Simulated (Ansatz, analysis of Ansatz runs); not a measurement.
**Y4S3N2 (C2/m), nudged elastic band: V_S hop (3.8 Å) (q = +2)**

Wanted: path and barrier of a jump of S in Y4S3N2 (C2/m) at charge +2. The case: V_S hop (3.8 Å), in a cell of 54 host atoms with 1 S taken out.

Main program and level: Ansatz 0.2.0; plane-wave PAW DFT, PBEsol; nudged elastic band between two relaxed defect structures at fixed charge in a uniform background.

### 1. Starting point

The cell holds 53 atoms: 24 Y, 17 S and 12 N. Its edges and angles: a = 12.778 Å, b = 11.374 Å, c = 9.763 Å, α = 90.0°, β = 128.5°, γ = 90.0°. It derives from Y4S3N2 (space group C2/m). Nearest the centre at fractional (0.500, 0.667, 0.000): S45 at 1.90 Å, Y40 at 2.02 Å, Y43 at 2.02 Å, N52 at 2.78 Å, N51 at 2.78 Å, S49 at 3.29 Å, S46 at 3.29 Å, Y22 at 3.42 Å. The cell carries charge +2.

Structure file:

```xyz
53
Lattice="12.7781 0.0000 -0.0248 0.0000 11.3745 0.0000 -6.0606 0.0000 7.6537" Properties=species:S:1:pos:R:3 pbc="T T T"
Y    -0.6153    1.8957    4.9602
Y     5.7738    0.0000    4.9478
Y     0.9438    0.0000    2.6811
Y     7.3328    1.8957    2.6687
Y     4.6955    0.0000    1.0893
Y    11.0845    1.8957    1.0769
Y    -4.3670    1.8957    6.5520
Y     2.0220    0.0000    6.5396
S     0.0000    0.0000    0.0000
S     6.3891    1.8957   -0.0124
S    -2.5264    0.0000    5.9982
S     3.8626    1.8957    5.9858
S     2.8549    1.8957    1.6431
S     9.2440    0.0000    1.6307
N    -0.3467    1.8957    2.7567
N     6.0423    0.0000    2.7443
N     0.6752    0.0000    4.8846
N     7.0643    1.8957    4.8722
Y    -0.6153    5.6872    4.9602
Y     5.7738    3.7915    4.9478
Y     0.9438    3.7915    2.6811
Y     7.3328    5.6872    2.6687
Y     4.6955    3.7915    1.0893
Y    11.0845    5.6872    1.0769
Y    -4.3670    5.6872    6.5520
Y     2.0220    3.7915    6.5396
S     0.0000    3.7915    0.0000
S    -2.5264    3.7915    5.9982
S     3.8626    5.6872    5.9858
S     2.8549    5.6872    1.6431
S     9.2440    3.7915    1.6307
N    -0.3467    5.6872    2.7567
N     6.0423    3.7915    2.7443
N     0.6752    3.7915    4.8846
N     7.0643    5.6872    4.8722
Y    -0.6153    9.4787    4.9602
Y     5.7738    7.5830    4.9478
Y     0.9438    7.5830    2.6811
Y     7.3328    9.4787    2.6687
Y     4.6955    7.5830    1.0893
Y    11.0845    9.4787    1.0769
Y    -4.3670    9.4787    6.5520
Y     2.0220    7.5830    6.5396
S     0.0000    7.5830    0.0000
S     6.3891    9.4787   -0.0124
S    -2.5264    7.5830    5.9982
S     3.8626    9.4787    5.9858
S     2.8549    9.4787    1.6431
S     9.2440    7.5830    1.6307
N    -0.3467    9.4787    2.7567
N     6.0423    7.5830    2.7443
N     0.6752    7.5830    4.8846
N     7.0643    9.4787    4.8722
```

The cell's shortest repeat is 9.8 Å.

### 2. Relaxation of the start point, charge +2

A barrier is counted from a minimum, so both ends are relaxed first. Small random displacements break the symmetry of the ideal sites, so that the defect can distort if it gains by it. The charge of +2 is set by the electron count, and a uniform background keeps the cell neutral.

The input, qp2.start/input.yaml:

```yaml
crystal:
  lattice:
    - [12.77813411, 0.0, -0.02476517]
    - [0.0, 11.37446657, 0.0]
    - [-6.06062451, 0.0, 7.65368011]
  atoms:
    - { symbol: "Y", position: [0.25962613, 0.16666667, 0.64891759] }
    - { symbol: "Y", position: [0.75962613, 0.0, 0.64891759] }
    - { symbol: "Y", position: [0.24037387, 0.0, 0.35108241] }
    - { symbol: "Y", position: [0.74037387, 0.16666667, 0.35108241] }
    - { symbol: "Y", position: [0.43563346, 0.0, 0.14373378] }
    - { symbol: "Y", position: [0.93563346, 0.16666667, 0.14373378] }
    - { symbol: "Y", position: [0.06436654, 0.16666667, 0.85626622] }
    - { symbol: "Y", position: [0.56436654, 0.0, 0.85626622] }
    - { symbol: S, position: [0.0, 0.0, 0.0] }
    - { symbol: S, position: [0.5, 0.16666667, 0.0] }
    - { symbol: S, position: [0.17425595, 0.0, 0.78426088] }
    - { symbol: S, position: [0.67425595, 0.16666667, 0.78426088] }
    - { symbol: S, position: [0.32574405, 0.16666667, 0.21573912] }
    - { symbol: S, position: [0.82574405, 0.0, 0.21573912] }
    - { symbol: "N", position: [0.14391518, 0.16666667, 0.36064226] }
    - { symbol: "N", position: [0.64391518, 0.0, 0.36064226] }
    - { symbol: "N", position: [0.35608482, 0.0, 0.63935774] }
    - { symbol: "N", position: [0.85608482, 0.16666667, 0.63935774] }
    - { symbol: "Y", position: [0.25962613, 0.5, 0.64891759] }
    - { symbol: "Y", position: [0.75962613, 0.33333333, 0.64891759] }
    - { symbol: "Y", position: [0.24037387, 0.33333333, 0.35108241] }
    - { symbol: "Y", position: [0.74037387, 0.5, 0.35108241] }
    - { symbol: "Y", position: [0.43563346, 0.33333333, 0.14373378] }
    - { symbol: "Y", position: [0.93563346, 0.5, 0.14373378] }
    - { symbol: "Y", position: [0.06436654, 0.5, 0.85626622] }
    - { symbol: "Y", position: [0.56436654, 0.33333333, 0.85626622] }
    - { symbol: S, position: [0.0, 0.33333333, 0.0] }
    - { symbol: S, position: [0.17425595, 0.33333333, 0.78426088] }
    - { symbol: S, position: [0.67425595, 0.5, 0.78426088] }
    - { symbol: S, position: [0.32574405, 0.5, 0.21573912] }
    - { symbol: S, position: [0.82574405, 0.33333333, 0.21573912] }
    - { symbol: "N", position: [0.14391518, 0.5, 0.36064226] }
    - { symbol: "N", position: [0.64391518, 0.33333333, 0.36064226] }
    - { symbol: "N", position: [0.35608482, 0.33333333, 0.63935774] }
    - { symbol: "N", position: [0.85608482, 0.5, 0.63935774] }
    - { symbol: "Y", position: [0.25962613, 0.83333333, 0.64891759] }
    - { symbol: "Y", position: [0.75962613, 0.66666667, 0.64891759] }
    - { symbol: "Y", position: [0.24037387, 0.66666667, 0.35108241] }
    - { symbol: "Y", position: [0.74037387, 0.83333333, 0.35108241] }
    - { symbol: "Y", position: [0.43563346, 0.66666667, 0.14373378] }
    - { symbol: "Y", position: [0.93563346, 0.83333333, 0.14373378] }
    - { symbol: "Y", position: [0.06436654, 0.83333333, 0.85626622] }
    - { symbol: "Y", position: [0.56436654, 0.66666667, 0.85626622] }
    - { symbol: S, position: [0.0, 0.66666667, 0.0] }
    - { symbol: S, position: [0.5, 0.83333333, 0.0] }
    - { symbol: S, position: [0.17425595, 0.66666667, 0.78426088] }
    - { symbol: S, position: [0.67425595, 0.83333333, 0.78426088] }
    - { symbol: S, position: [0.32574405, 0.83333333, 0.21573912] }
    - { symbol: S, position: [0.82574405, 0.66666667, 0.21573912] }
    - { symbol: "N", position: [0.14391518, 0.83333333, 0.36064226] }
    - { symbol: "N", position: [0.64391518, 0.66666667, 0.36064226] }
    - { symbol: "N", position: [0.35608482, 0.66666667, 0.63935774] }
    - { symbol: "N", position: [0.85608482, 0.83333333, 0.63935774] }
total_charge: 2
basis:
  ecutwfc: 420
  xc_grid: 2
hamiltonian:
  xc: pbesol
kpoints:
  mp_grid: { grid: [1, 1, 1], shift: [0.25, 0.25, 0.25] }
scf:
  occupations: { method: fixed }
  max_iter: 100
output:
  forces: true
relax:
  f_tol: 0.02
  max_steps: 70
  random_displacement: { amplitude: 0.03, seed: 5947 }
```

The run is started by

```console
ansatz run input.yaml --threads 32 --pin off --max-ram 84787MiB --backend cuda --events-out ev --progress --plain --runs-dir out --max-vram 78GiB
```

Numbers of over 12 decimals in the logs are rounded to 6 here.

The program printed:

```text
[... repeated set-up lines and file paths are left out, and long positions are rounded to six places ...]
The last accepted step is kept in <dir> (removed where the run ends without a failure and the disk answers)
Engine: ansatz 0.2.0, aarch64-unknown-linux-gnu
Pseudopotentials: kind: paw
Pseudopotential: Y, paw, valence charge 11, recommended cutoff 420 eV (normal), Y.paw.azcp
Pseudopotential: S, paw, valence charge 6, recommended cutoff 420 eV (normal), S.paw.azcp
Pseudopotential: N, paw, valence charge 5, recommended cutoff 420 eV (normal), N.paw.azcp
Functional definition: PBEsol
  exchange = pbesol_x
  correlation = pbesol_c
[...]
Crystal: 53 atoms, lattice volume = 1110.713 Å³
Basis set: ecut = 420 eV, 21699 PW (Γ), exchange–correlation on 180×160×144 points (8 copies of the dense FFT grid, shifted against one another)
Bands: 265, of which v1, the nominal top of the filled ones, is band 212 counted from 1 (211 counted from 0)
Symmetry: 1 space group operations
k-points: 1
Non-local potential: Y, projectors of the file, l = 0: 3, l = 1: 2, l = 2: 2, l = 3: 1
Non-local potential: S, projectors of the file, l = 0: 2, l = 1: 2, l = 2: 2
Non-local potential: N, projectors of the file, l = 0: 2, l = 1: 2, l = 2: 1
PAW form: soft (Blöchl's): semilocal exchange-correlation on the pseudo side does not see the compensation charge
PAW frozen core: Y, regenerated for the run's functional, and the local potential with it (the file was generated under x = pbe(κ = 0.804, μ = 0.219515), c = pbe(β = 0.066725))
PAW frozen core: S, regenerated for the run's functional, and the local potential with it (the file was generated under x = pbe(κ = 0.804, μ = 0.219515), c = pbe(β = 0.066725))
PAW frozen core: N, regenerated for the run's functional, and the local potential with it (the file was generated under x = pbe(κ = 0.804, μ = 0.219515), c = pbe(β = 0.066725))
PAW one-centre angular grid: Y, 590 points (default); XC on 64 Gauss nodes
PAW one-centre angular grid: S, 110 points (default); XC on 64 Gauss nodes
PAW one-centre angular grid: N, 110 points (default); XC on 64 Gauss nodes
Initial density: superposition of atomic densities (neutral atoms scaled as one to the charged cell's electrons: chi_scale 0, normalization atom), corrected by the library's trained network
Initial wavefunctions: pseudopotential atomic-orbital guess
[...]
Functional: x = pbesol(κ = 0.804, μ = 0.123457), c = pbesol(β = 0.046)
SCF iter   1: F=—  HF=-110789.404150 eV  |F-HF|=—  |Δ(HF+E_count)|=         —  Δρ=7.75e-3  dr2=3.79e0  ethr=1.77e-3  ⟨swp⟩=4.0  Hψ=747  notcnv=0  defer=51
preconditioner: auto → Resta (q_TF=auto, 2.324 Å⁻¹)  ε∞=3.2  [insulator: Δε(μ)=1.044 eV  Ē_g=14.598 eV  n_scr=240 (ndim 8)  ℏωp=21.6 eV  f_vac=0.036  ε∞_Penn≈3.2]
SCF iter   2: F=—  HF=-110788.620747 eV  |F-HF|=—  |Δ(HF+E_count)|=   7.83e-1  Δρ=3.97e-3  dr2=4.36e-1  ethr=8.94e-4  ⟨swp⟩=3.0  Hψ=360  notcnv=0  defer=51
[...]
SCF iter   9: F=-110788.492818 eV  HF=-110788.492823 eV  |F-HF|=4.26e-6  |Δ(HF+E_count)|=   5.38e-6  Δρ=2.04e-5  dr2=6.89e-6  ethr=2.36e-9  ⟨swp⟩=4.0  Hψ=717  notcnv=0
SCF 1 converged in 9 iterations: F = -110788.492818 eV  dr2 = 6.89e-6
  greatest PAW one-centre occupation: 0.993 electrons in one spin orbital (limit 2), on the Y atom at site 18 (counted from 0), in its partial waves of l = 0
relax step   1: F+E_penalty+E_count = -110788.49281843 eV  Δ(F+E_penalty+E_count) = +0.000e0 eV  max|allowed force component| = 1.884e0 eV/Å  Δτ_max = 0.0000 Å  (9 SCF iters, dr2 threshold 1.00e-5 eV, accepted)
[... the SCF cycles and remarks between the steps are left out from here to the last step ...]
relax step   2: F+E_penalty+E_count = -110789.51036785 eV  Δ(F+E_penalty+E_count) = -1.018e0 eV  max|allowed force component| = 5.162e-1 eV/Å  Δτ_max = 0.1948 Å  (7 SCF iters, dr2 threshold 1.00e-4 eV, accepted)
relax step   3: F+E_penalty+E_count = -110789.68772025 eV  Δ(F+E_penalty+E_count) = -1.774e-1 eV  max|allowed force component| = 1.195e-1 eV/Å  Δτ_max = 0.1575 Å  (7 SCF iters, dr2 threshold 1.67e-5 eV, accepted)
relax step   4: F+E_penalty+E_count = -110789.71114554 eV  Δ(F+E_penalty+E_count) = -2.343e-2 eV  max|allowed force component| = 2.484e-2 eV/Å  Δτ_max = 0.0463 Å  (7 SCF iters, dr2 threshold 8.93e-7 eV, accepted)
[...]
SCF 5 converged in 7 iterations: F = -110789.711832 eV  dr2 = 6.09e-8
[...]
relax step   5: F+E_penalty+E_count = -110789.71183185 eV  Δ(F+E_penalty+E_count) = -6.863e-4 eV  max|allowed force component| = 1.046e-2 eV/Å  Δτ_max = 0.0057 Å  (7 SCF iters, accepted)
SCF converged after 7 iterations
[...]
atom  51  N      0.00025164     0.00309316     0.00138137
  atom  52  N      0.00025510     0.00184745     0.00095440
  [... 1 atom left out ...]
  max |Σ_I F_I| component: 3.94e-5 eV/Å
--- Relaxed structure (5 steps of the walk, 5 accepted, 0 SCFs on fresh bases) ---
  F+E_penalty+E_count = -110789.71183185 eV   max|allowed force component| = 1.046e-2 eV/Å
  atoms:
    - { symbol: Y, position: [0.259611, 0.167094, 0.654397] }
    - { symbol: Y, position: [0.759270, 7.960181222881261e-5, 0.642622] }
    [... 16 atoms left out ...]
    - { symbol: Y, position: [0.248241, 0.499968, 0.637896] }
    [... 16 atoms left out ...]
    - { symbol: Y, position: [0.259607, 0.832894, 0.654349] }
    [... 2 atoms left out ...]
    - { symbol: Y, position: [0.740413, 0.832628, 0.345575] }
    - { symbol: Y, position: [0.431012, 0.675098, 0.154906] }
    [... 2 atoms left out ...]
    - { symbol: Y, position: [0.569037, 0.675225, 0.845453] }
    [... 1 atom left out ...]
    - { symbol: S, position: [0.499966, 0.829270, -2.2282546760645427e-5] }
    - { symbol: S, position: [0.185235, 0.664300, 0.800346] }
    [... 2 atoms left out ...]
    - { symbol: S, position: [0.815384, 0.664330, 0.200382] }
    [... 1 atom left out ...]
    - { symbol: N, position: [0.642653, 0.660338, 0.351312] }
    - { symbol: N, position: [0.357351, 0.660351, 0.648647] }
    [... 1 atom left out ...]
```

It took 2.9 s on 1 × NVIDIA GB200 with 32 threads of Arm Neoverse V2, shared host; peak memory 1.4 GiB.

Step by step:

```tsv
step	energy less that of the first step (eV)	largest force component (eV/Å)
1	0.0000	1.8839
2	-1.0176	0.5162
3	-1.1949	0.1195
4	-1.2183	0.0248
5	-1.2190	0.0105
```

The atoms that moved most (Å, from the sites as typed, ahead of the random displacement):

```tsv
atom	dx	dy	dz	length
Y40	-0.127	0.097	0.086	0.181
Y23	-0.126	-0.099	0.083	0.180
Y26	0.126	-0.096	-0.085	0.180
Y43	0.125	0.098	-0.083	0.180
S46	0.043	-0.026	0.123	0.133
S31	-0.043	0.025	-0.122	0.132
S49	-0.039	-0.025	-0.117	0.126
S28	0.039	0.024	0.117	0.126
```

Neighbours of S45 at the end:

```tsv
atom	distance (Å)
Y43	2.790
Y5	2.790
Y40	2.792
Y8	2.793
Y36	2.815
Y39	2.815
N52	3.316
N51	3.316
N16	3.348
N17	3.348
```

Numbers from this step:

| Item | Value |
| --- | --- |
| free energy | -110789.7118 eV |
| r.m.s. move of the farther half of the atoms | 0.05913 Å |
| largest move from the ideal geometry of this structure, a common shift of the far atoms taken out | 0.1820 Å |

The relaxation gained 1.219 eV and ended with a largest force component of 0.010 eV/Å.

(Continued in part 2 of 5.)

[Logs are printed without paths, hosts, clocks, repeated set-up lines and the standing remarks that a program may print on its own settings, such as how far it seeks lower states.]

[Hosts, paths, dates, database ids (printed as entryN), source tags and the programs' standing remarks are cut or masked in the printed files.]
